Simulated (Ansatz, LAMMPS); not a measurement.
**B in place of C at several sites of amorphous Si0.85C0.15 (148 atoms)**

Aim: make B in place of C at several sites of amorphous Si0.85C0.15 (148 atoms), relax each, and compare their energies.

Program: Ansatz 0.2.0. Level of theory: Kohn-Sham DFT, PBE, PAW (set soft_1), plane waves. Results are calculated unless marked as measured.

### Step 1. The starting structure

The cell holds 148 atoms: 126 Si and 22 C. Cell: a = 13.515 Å, b = 13.515 Å, c = 13.515 Å, α = 90.0°, β = 90.0°, γ = 90.0°. 148 atoms (126 Si, 22 C) placed at random at 2.56 g/cm³, melted at 4500 K for 10 ps at fixed volume with the Erhart-Albe potential (Erhart and Albe, Phys. Rev. B 71, 035211 (2005)). Quenched from 4500 K to 100 K at 50 K/ps and fixed volume, held 5 ps.

Limits known from the start: The quench rate of 50 K/ps is orders of magnitude faster than experiment, which tends to freeze in extra defects. The network of bonds at the start is that of the classical potential that made the cell, and needn't be the one that DFT or experiment would give. The Brillouin zone is sampled at Γ only, in a cell whose shortest periodic width is 14 Å.

### Step 2. Single point at the start

The forces at the start show how far the geometry lies from a minimum of this functional.

Contents of input.yaml:

```yaml
crystal:
  lattice:
    - [13.5152, 0.0, 0.0]
    - [0.0, 13.5152, 0.0]
    - [0.0, 0.0, 13.5152]
  atoms:
    - { symbol: Si, position: [0.53874, 0.14648, 0.98539] }
    - { symbol: Si, position: [0.1682, 0.99174, 0.31185] }
    - { symbol: Si, position: [0.95724, 0.84682, 0.64095] }
    - { symbol: Si, position: [0.75723, 0.59739, 0.92284] }
    - { symbol: Si, position: [0.33257, 0.03588, 0.85059] }
    - { symbol: Si, position: [0.36934, 0.25097, 0.07499] }
    - { symbol: Si, position: [0.83973, 0.88148, 0.50113] }
    - { symbol: Si, position: [0.6287, 0.13798, 0.44766] }
    - { symbol: Si, position: [0.99861, 0.23858, 0.2841] }
    - { symbol: Si, position: [0.52987, 0.34583, 0.89535] }
    - { symbol: Si, position: [0.10779, 0.32376, 0.932] }
    - { symbol: Si, position: [0.94363, 0.16867, 0.0623] }
    - { symbol: Si, position: [0.99939, 0.44972, 0.89079] }
    - { symbol: Si, position: [0.6757, 0.76823, 0.93405] }
    - { symbol: Si, position: [0.60362, 0.10191, 0.82411] }
    - { symbol: Si, position: [0.07265, 0.06568, 0.99552] }
    - { symbol: Si, position: [0.05865, 0.94636, 0.86598] }
    - { symbol: Si, position: [0.63376, 0.46648, 0.09404] }
    - { symbol: Si, position: [0.8899, 0.61828, 0.80388] }
    - { symbol: Si, position: [0.10442, 0.32672, 0.10742] }
    - { symbol: Si, position: [0.5393, 0.85707, 0.41847] }
    - { symbol: Si, position: [0.38, 0.63394, 0.10118] }
    - { symbol: Si, position: [0.96208, 0.82472, 0.94902] }
    - { symbol: Si, position: [0.41054, 0.5928, 0.33456] }
    - { symbol: Si, position: [0.76868, 0.67316, 0.39671] }
    - { symbol: Si, position: [0.47994, 0.47065, 0.56936] }
    - { symbol: Si, position: [0.1153, 0.62087, 0.57743] }
    - { symbol: Si, position: [0.36489, 0.39308, 0.47772] }
    - { symbol: Si, position: [0.28466, 0.53087, 0.42793] }
    - { symbol: Si, position: [0.68383, 0.87873, 0.32635] }
    - { symbol: Si, position: [0.47669, 0.46318, 0.25716] }
    - { symbol: Si, position: [0.9383, 0.97235, 0.20046] }
    [... 110 atom lines left out ...]
    - { symbol: C, position: [0.45549, 0.95679, 0.64557] }
    - { symbol: C, position: [0.17915, 0.87198, 0.12682] }
    - { symbol: C, position: [0.85051, 0.37897, 0.65751] }
    - { symbol: C, position: [0.62726, 0.68164, 0.70377] }
    - { symbol: C, position: [0.76954, 0.16127, 0.24215] }
    - { symbol: C, position: [0.9807, 0.27765, 0.14613] }
kpoints:
  mp_grid: { grid: [1, 1, 1] }
hamiltonian:
  xc: pbe
  pseudopotentials: { kind: paw, azcp: { folder: soft_1 } }
scf:
  occupations: { method: gaussian, width: 0.025 }
output:
  forces: true
```

Launch:

```sh
$ ansatz run input.yaml --threads 4 --pin off --max-ram 15872MiB --backend cpu --events-out ev --progress --plain --runs-dir out
```

Numbers of over 12 decimals in the logs are rounded to 6 here.

What it wrote:

```text
[...]
Pseudopotentials: kind: paw
Pseudopotential: Si, paw, valence charge 4, recommended cutoff 420 eV (normal), soft_1/Si.paw.azcp
Pseudopotential: C, paw, valence charge 4, recommended cutoff 420 eV (normal), soft_1/C.paw.azcp
[... 5 lines on functional and potentials left out ...]
Crystal: 148 atoms, lattice volume = 2468.695 Å³
Basis set: ecut = 420 eV, 48489 PW (Γ), exchange–correlation on 192×192×192 points (8 copies of the dense FFT grid, shifted against one another)
Bands: 444, of which v1, the nominal top of the filled ones, is band 296 counted from 1 (295 counted from 0)
Symmetry: 1 space group operations
Space group: P1 (ITA 1), of the structure as read, at distance tolerance 1.4e-4 Å
k-points: 1
[... 5 lines on functional and potentials left out ...]
Initial density: superposition of atomic densities (chi_scale 0.1, normalization cell, long waves kept (reshape's long-wave potential 0.96 eV rms))
Initial wavefunctions: pseudopotential atomic-orbital guess
[...]
SCF iter   1: F=—  HF=-85618.552349 eV  |F-HF|=—  |Δ(HF+E_count)|=         —  Δρ=5.95e-2  dr2=3.61e2  ethr=3.10e-3  ⟨swp⟩=6.0  Hψ=2116  notcnv=0  defer=106
preconditioner: auto → Kerker (q_TF=auto, 2.150 Å⁻¹)  [metal: Δε(μ)=0.020 eV  Ē_g=8.485 eV  σ=0.025 eV  W_gap=0.44  n_scr=436 (ndim 8)  ℏωp=18.2 eV  f_vac=0.000  D(μ)=76.43/eV (n_scr^D=514)]
[...]
SCF iter   5: F=—  HF=-85573.090520 eV  |F-HF|=—  |Δ(HF+E_count)|=   1.22e-2  Δρ=1.91e-3  dr2=2.95e-1  ethr=1.58e-4  ⟨swp⟩=2.0  Hψ=611  notcnv=0  defer=137
SCF iter   6: F=—  HF=-85573.093838 eV  |F-HF|=—  |Δ(HF+E_count)|=   3.32e-3  Δρ=7.45e-4  dr2=7.19e-2  ethr=4.98e-5  ⟨swp⟩=2.0  Hψ=611  notcnv=0  defer=36
automatic band count: iteration 6 solves 343 bands in place of 444: the levels show a gap, and the empty bands left out lie too high to hold charge; the band table lists the bands solved (type scf.n_extra_bands for more)
SCF iter   7: F=—  HF=-85573.097204 eV  |F-HF|=—  |Δ(HF+E_count)|=   3.37e-3  Δρ=3.74e-4  dr2=1.81e-2  ethr=1.21e-5  ⟨swp⟩=3.0  Hψ=727  notcnv=0  defer=137
automatic band count: iteration 7 solves 444 bands in place of 343: the levels no longer show a gap clear of their residuals, so the SCF keeps every band
SCF iter   8: F=—  HF=-85573.097736 eV  |F-HF|=—  |Δ(HF+E_count)|=   5.32e-4  Δρ=1.19e-4  dr2=1.34e-3  ethr=3.06e-6  ⟨swp⟩=1.0  Hψ=511  notcnv=0  defer=137
SCF iter   9: F=—  HF=-85573.098032 eV  |F-HF|=—  |Δ(HF+E_count)|=   2.95e-4  Δρ=4.60e-5  dr2=1.43e-4  ethr=2.26e-7  ⟨swp⟩=2.0  Hψ=509  notcnv=0  defer=137
SCF iter  10: F=—  HF=-85573.098109 eV  |F-HF|=—  |Δ(HF+E_count)|=   7.75e-5  Δρ=1.55e-5  dr2=2.29e-5  ethr=2.41e-8  ⟨swp⟩=2.0  Hψ=604  notcnv=0  defer=137
SCF iter  11: F=—  HF=-85573.097978 eV  |F-HF|=—  |Δ(HF+E_count)|=   1.31e-4  Δρ=5.18e-6  dr2=1.71e-6  ethr=3.87e-9  ⟨swp⟩=2.0  Hψ=530  notcnv=0  defer=137
SCF iter  12: F=—  HF=-85573.097979 eV  |F-HF|=—  |Δ(HF+E_count)|=   1.07e-6  Δρ=1.84e-6  dr2=2.58e-7  ethr=2.89e-10  ⟨swp⟩=2.0  Hψ=604  notcnv=0  defer=137
SCF iter  13: F=-85573.097980 eV  HF=-85573.097980 eV  |F-HF|=6.66e-9  |Δ(HF+E_count)|=   1.09e-7  Δρ=5.89e-7  dr2=2.78e-8  ethr=1.69e-11  ⟨swp⟩=4.0  Hψ=1150  notcnv=0
SCF 1 converged in 13 iterations: F = -85573.097980 eV  dr2 = 2.78e-8
[...]
SCF converged after 13 iterations
Free energy (F): -85573.097980 eV
Harris-Foulkes:  -85573.097980 eV  (|F-HF|=6.66e-9)
Internal energy: -85573.070613 eV  (E = F + TS)
E sigma→0 (E₀):  -85573.084296 eV
Entropy (-TS):   -0.027367 eV (-0.185 meV/atom)
Fermi energy:    7.532367 eV
--- Per-component energies (eV) ---
[...]
Σ components = -85573.097980   (vs F -85573.097980, Δ=0.00e0)
--- Forces (eV/Å), atoms counted from 1 ---
  atom   1  Si    -0.35847624     1.32253318    -0.64777085
  atom   2  Si     0.81209297    -0.19836283    -0.18221899
  atom   3  Si    -0.22385574     0.42982359    -0.04993162
  atom   4  Si     0.11014613    -0.09877627    -0.31523877
[...]
atom 148  C      0.19320904    -0.30477902     0.46044846
  max |Σ_I F_I| component: 3.35e-5 eV/Å
```

The job ended after 38 s (4 threads of Arm Neoverse V1, shared host; peak memory 3 GiB).

The r.m.s. force at the start is 0.49 eV/Å.

### Step 3. Relaxation

The atoms are relaxed in the fixed cell, aiming at the force tolerance of the input.

Contents of input.yaml:

```yaml
crystal:
  lattice:
    - [13.5152, 0.0, 0.0]
    - [0.0, 13.5152, 0.0]
    - [0.0, 0.0, 13.5152]
  atoms:
    [... the 148 atom lines of step 2 ...]
kpoints:
  mp_grid: { grid: [1, 1, 1] }
hamiltonian:
  xc: pbe
  pseudopotentials: { kind: paw, azcp: { folder: soft_1 } }
scf:
  occupations: { method: gaussian, width: 0.025 }
output:
  forces: true
relax:
  f_tol: 0.05
  max_steps: 120
```

What it wrote:

```text
[...]
Crystal: 148 atoms, lattice volume = 2468.695 Å³
Basis set: ecut = 420 eV, 48489 PW (Γ), exchange–correlation on 192×192×192 points (8 copies of the dense FFT grid, shifted against one another)
Bands: 444, of which v1, the nominal top of the filled ones, is band 296 counted from 1 (295 counted from 0)
Symmetry: 1 space group operations
[...]
k-points: 1
[...]
SCF iter   1: F=—  HF=-85618.552349 eV  |F-HF|=—  |Δ(HF+E_count)|=         —  Δρ=5.95e-2  dr2=3.61e2  ethr=3.10e-3  ⟨swp⟩=6.0  Hψ=2116  notcnv=0  defer=106
[...]
SCF iter  10: F=-85573.097964 eV  HF=-85573.097970 eV  |F-HF|=6.14e-6  |Δ(HF+E_count)|=   7.92e-5  Δρ=1.58e-5  dr2=2.27e-5  ethr=1.06e-8  ⟨swp⟩=2.0  Hψ=1322  notcnv=0
SCF 1 converged in 10 iterations: F = -85573.097964 eV  dr2 = 2.27e-5
[...]
relax step   1: F+E_penalty+E_count = -85573.09796355 eV  Δ(F+E_penalty+E_count) = +0.000e0 eV  max|allowed force component| = 1.660e0 eV/Å  Δτ_max = 0.0000 Å  (10 SCF iters, dr2 threshold 6.25e-5 eV, accepted)
[...]
relax step   2: F+E_penalty+E_count = -85577.15705044 eV  Δ(F+E_penalty+E_count) = -4.059e0 eV  max|allowed force component| = 8.433e-1 eV/Å  Δτ_max = 0.1944 Å  (6 SCF iters, dr2 threshold 1.00e-4 eV, accepted)
[...]
relax step   3: F+E_penalty+E_count = -85578.44226712 eV  Δ(F+E_penalty+E_count) = -1.285e0 eV  max|allowed force component| = 7.280e-1 eV/Å  Δτ_max = 0.1943 Å  (6 SCF iters, dr2 threshold 4.44e-5 eV, accepted)
relax step   4: F+E_penalty+E_count = -85578.89626931 eV  Δ(F+E_penalty+E_count) = -4.540e-1 eV  max|allowed force component| = 3.690e-1 eV/Å  Δτ_max = 0.2000 Å  (6 SCF iters, dr2 threshold 1.00e-4 eV, accepted)
relax step   5: F+E_penalty+E_count = -85579.09471265 eV  Δ(F+E_penalty+E_count) = -1.984e-1 eV  max|allowed force component| = 2.375e-1 eV/Å  Δτ_max = 0.0864 Å  (6 SCF iters, dr2 threshold 3.50e-5 eV, accepted)
relax step   6: F+E_penalty+E_count = -85579.25522456 eV  Δ(F+E_penalty+E_count) = -1.605e-1 eV  max|allowed force component| = 3.085e-1 eV/Å  Δτ_max = 0.2000 Å  (6 SCF iters, dr2 threshold 1.45e-5 eV, accepted)
relax step   7: F+E_penalty+E_count = -85579.36060150 eV  Δ(F+E_penalty+E_count) = -1.054e-1 eV  max|allowed force component| = 4.365e-1 eV/Å  Δτ_max = 0.1691 Å  (6 SCF iters, dr2 threshold 3.94e-5 eV, accepted)
relax step   8: F+E_penalty+E_count = -85579.51018550 eV  Δ(F+E_penalty+E_count) = -1.496e-1 eV  max|allowed force component| = 3.996e-1 eV/Å  Δτ_max = 0.2000 Å  (6 SCF iters, dr2 threshold 1.00e-4 eV, accepted)
relax step   9: F+E_penalty+E_count = -85579.68177666 eV  Δ(F+E_penalty+E_count) = -1.716e-1 eV  max|allowed force component| = 4.491e-1 eV/Å  Δτ_max = 0.1951 Å  (6 SCF iters, dr2 threshold 1.00e-4 eV, accepted)
relax step  10: F+E_penalty+E_count = -85579.87664663 eV  Δ(F+E_penalty+E_count) = -1.949e-1 eV  max|allowed force component| = 3.736e-1 eV/Å  Δτ_max = 0.1968 Å  (6 SCF iters, dr2 threshold 1.00e-4 eV, accepted)
relax step  11: F+E_penalty+E_count = -85580.03942302 eV  Δ(F+E_penalty+E_count) = -1.628e-1 eV  max|allowed force component| = 4.011e-1 eV/Å  Δτ_max = 0.1953 Å  (6 SCF iters, dr2 threshold 9.66e-5 eV, accepted)
relax step  12: F+E_penalty+E_count = -85580.14247322 eV  Δ(F+E_penalty+E_count) = -1.031e-1 eV  max|allowed force component| = 3.350e-1 eV/Å  Δτ_max = 0.1289 Å  (6 SCF iters, dr2 threshold 1.00e-4 eV, accepted)
relax step  13: F+E_penalty+E_count = -85580.23626088 eV  Δ(F+E_penalty+E_count) = -9.379e-2 eV  max|allowed force component| = 2.372e-1 eV/Å  Δτ_max = 0.0967 Å  (6 SCF iters, dr2 threshold 7.83e-5 eV, accepted)
relax step  14: F+E_penalty+E_count = -85580.33180613 eV  Δ(F+E_penalty+E_count) = -9.555e-2 eV  max|allowed force component| = 2.528e-1 eV/Å  Δτ_max = 0.1399 Å  (6 SCF iters, dr2 threshold 2.82e-5 eV, accepted)
relax step  15: F+E_penalty+E_count = -85580.44776544 eV  Δ(F+E_penalty+E_count) = -1.160e-1 eV  max|allowed force component| = 2.609e-1 eV/Å  Δτ_max = 0.1233 Å  (6 SCF iters, dr2 threshold 3.21e-5 eV, accepted)
relax step  16: F+E_penalty+E_count = -85580.57682188 eV  Δ(F+E_penalty+E_count) = -1.291e-1 eV  max|allowed force component| = 2.325e-1 eV/Å  Δτ_max = 0.1135 Å  (6 SCF iters, dr2 threshold 6.81e-5 eV, accepted)
relax step  17: F+E_penalty+E_count = -85580.68856420 eV  Δ(F+E_penalty+E_count) = -1.117e-1 eV  max|allowed force component| = 4.068e-1 eV/Å  Δτ_max = 0.1968 Å  (6 SCF iters, dr2 threshold 4.30e-5 eV, accepted)
relax step  18: F+E_penalty+E_count = -85580.87628735 eV  Δ(F+E_penalty+E_count) = -1.877e-1 eV  max|allowed force component| = 5.977e-1 eV/Å  Δτ_max = 0.1942 Å  (6 SCF iters, dr2 threshold 1.00e-4 eV, accepted)
relax step  19: F+E_penalty+E_count = -85581.02029658 eV  Δ(F+E_penalty+E_count) = -1.440e-1 eV  max|allowed force component| = 4.243e-1 eV/Å  Δτ_max = 0.1956 Å  (6 SCF iters, dr2 threshold 1.00e-4 eV, accepted)
relax step  20: F+E_penalty+E_count = -85581.10146027 eV  Δ(F+E_penalty+E_count) = -8.116e-2 eV  max|allowed force component| = 5.209e-1 eV/Å  Δτ_max = 0.1671 Å  (6 SCF iters, dr2 threshold 9.08e-5 eV, accepted)
relax step  21: F+E_penalty+E_count = -85581.14829804 eV  Δ(F+E_penalty+E_count) = -4.684e-2 eV  max|allowed force component| = 1.526e-1 eV/Å  Δτ_max = 0.0650 Å  (6 SCF iters, dr2 threshold 1.00e-4 eV, accepted)
relax step  22: F+E_penalty+E_count = -85581.16420149 eV  Δ(F+E_penalty+E_count) = -1.590e-2 eV  max|allowed force component| = 1.327e-1 eV/Å  Δτ_max = 0.0225 Å  (7 SCF iters, accepted)
relax step  23: F+E_penalty+E_count = -85581.17406296 eV  Δ(F+E_penalty+E_count) = -9.861e-3 eV  max|allowed force component| = 1.223e-1 eV/Å  Δτ_max = 0.0213 Å  (6 SCF iters, accepted)
relax step  24: F+E_penalty+E_count = -85581.19366516 eV  Δ(F+E_penalty+E_count) = -1.960e-2 eV  max|allowed force component| = 1.172e-1 eV/Å  Δτ_max = 0.0684 Å  (6 SCF iters, dr2 threshold 1.13e-5 eV, accepted)
relax step  25: F+E_penalty+E_count = -85581.21152035 eV  Δ(F+E_penalty+E_count) = -1.786e-2 eV  max|allowed force component| = 1.830e-1 eV/Å  Δτ_max = 0.0794 Å  (6 SCF iters, dr2 threshold 1.17e-5 eV, accepted)
relax step  26: F+E_penalty+E_count = -85581.23856349 eV  Δ(F+E_penalty+E_count) = -2.704e-2 eV  max|allowed force component| = 5.102e-1 eV/Å  Δτ_max = 0.1950 Å  (6 SCF iters, dr2 threshold 3.08e-5 eV, accepted)
relax step  27: F+E_penalty+E_count = -85581.28976766 eV  Δ(F+E_penalty+E_count) = -5.120e-2 eV  max|allowed force component| = 4.184e-1 eV/Å  Δτ_max = 0.0905 Å  (6 SCF iters, dr2 threshold 1.00e-4 eV, accepted)
relax step  28: F+E_penalty+E_count = -85581.33553651 eV  Δ(F+E_penalty+E_count) = -4.577e-2 eV  max|allowed force component| = 3.429e-1 eV/Å  Δτ_max = 0.1957 Å  (6 SCF iters, dr2 threshold 1.00e-4 eV, accepted)
relax step  29: F+E_penalty+E_count = -85581.33936207 eV  Δ(F+E_penalty+E_count) = -3.826e-3 eV  max|allowed force component| = 1.395e-1 eV/Å  Δτ_max = 0.0558 Å  (6 SCF iters, dr2 threshold 7.90e-5 eV, accepted)
relax step  30: F+E_penalty+E_count = -85581.35238051 eV  Δ(F+E_penalty+E_count) = -1.302e-2 eV  max|allowed force component| = 1.680e-1 eV/Å  Δτ_max = 0.0922 Å  (6 SCF iters, dr2 threshold 3.22e-6 eV, accepted)
relax step  31: F+E_penalty+E_count = -85581.35711247 eV  Δ(F+E_penalty+E_count) = -4.732e-3 eV  max|allowed force component| = 8.340e-2 eV/Å  Δτ_max = 0.0426 Å  (6 SCF iters, dr2 threshold 4.68e-6 eV, accepted)
[...]
relax step  32: F+E_penalty+E_count = -85581.36052421 eV  Δ(F+E_penalty+E_count) = -3.412e-3 eV  max|allowed force component| = 3.875e-2 eV/Å  Δτ_max = 0.0213 Å  (6 SCF iters, accepted)
SCF converged after 6 iterations
Free energy (F): -85581.360524 eV
[...]
Internal energy: -85581.360520 eV  (E = F + TS)
E sigma→0 (E₀):  -85581.360522 eV
Entropy (-TS):   -0.000004 eV (-0.000 meV/atom)
Fermi energy:    7.653654 eV
[...]
--- Forces (eV/Å), atoms counted from 1 ---
  atom   1  Si     0.00148903    -0.00307003    -0.00040796
  atom   2  Si     0.00008370    -0.00002847     0.00127450
  atom   3  Si    -0.00557826     0.00258518     0.00300184
  atom   4  Si    -0.00135705    -0.00332804     0.00087052
  atom   5  Si    -0.00120252     0.00010006     0.00170895
  atom   6  Si     0.00071938    -0.00053683     0.00154771
  atom   7  Si     0.00405393    -0.00686244    -0.00652573
  atom   8  Si    -0.00107722    -0.00651344    -0.00223454
  atom   9  Si    -0.00357531     0.00217089     0.00056451
  atom  10  Si     0.00281581    -0.00122899     0.00808495
  atom  11  Si    -0.00001537    -0.00065170     0.00337462
  atom  12  Si    -0.00021103     0.00006333    -0.00098616
  atom  13  Si     0.00021643     0.00068407    -0.00503460
  atom  14  Si     0.00204292     0.00300085     0.00228033
[...]
atom 147  C      0.00186730     0.00109563    -0.00165777
  atom 148  C     -0.00033506     0.00145395     0.00172845
  max |Σ_I F_I| component: 5.19e-5 eV/Å
--- Relaxed structure (32 steps of the walk, 32 accepted, 0 SCFs on fresh bases) ---
  F+E_penalty+E_count = -85581.36052421 eV   max|allowed force component| = 3.875e-2 eV/Å
  atoms:
    - { symbol: Si, position: [0.555688, 0.174162, 0.974578] }
    - { symbol: Si, position: [0.177566, 0.987952, 0.310318] }
    - { symbol: Si, position: [0.958992, 0.856574, 0.638936] }
    - { symbol: Si, position: [0.763382, 0.583633, 0.917498] }
[...]
- { symbol: C, position: [0.983576, 0.277505, 0.148037] }
```

The job ended after 12 min (4 threads; peak memory 3 GiB).

The relaxation converged after 32 steps, 8.26 eV below its start, with a largest force component of 0.039 eV/Å.

(Part 1 of 3 ends here.)

[Logs are printed without paths, hosts, clocks, repeated set-up lines and the standing remarks that a program may print on its own settings, such as how far it seeks lower states.]

[Hosts, paths, dates, database ids (printed as entryN), source tags and the programs' standing remarks are cut or masked in the printed files.]
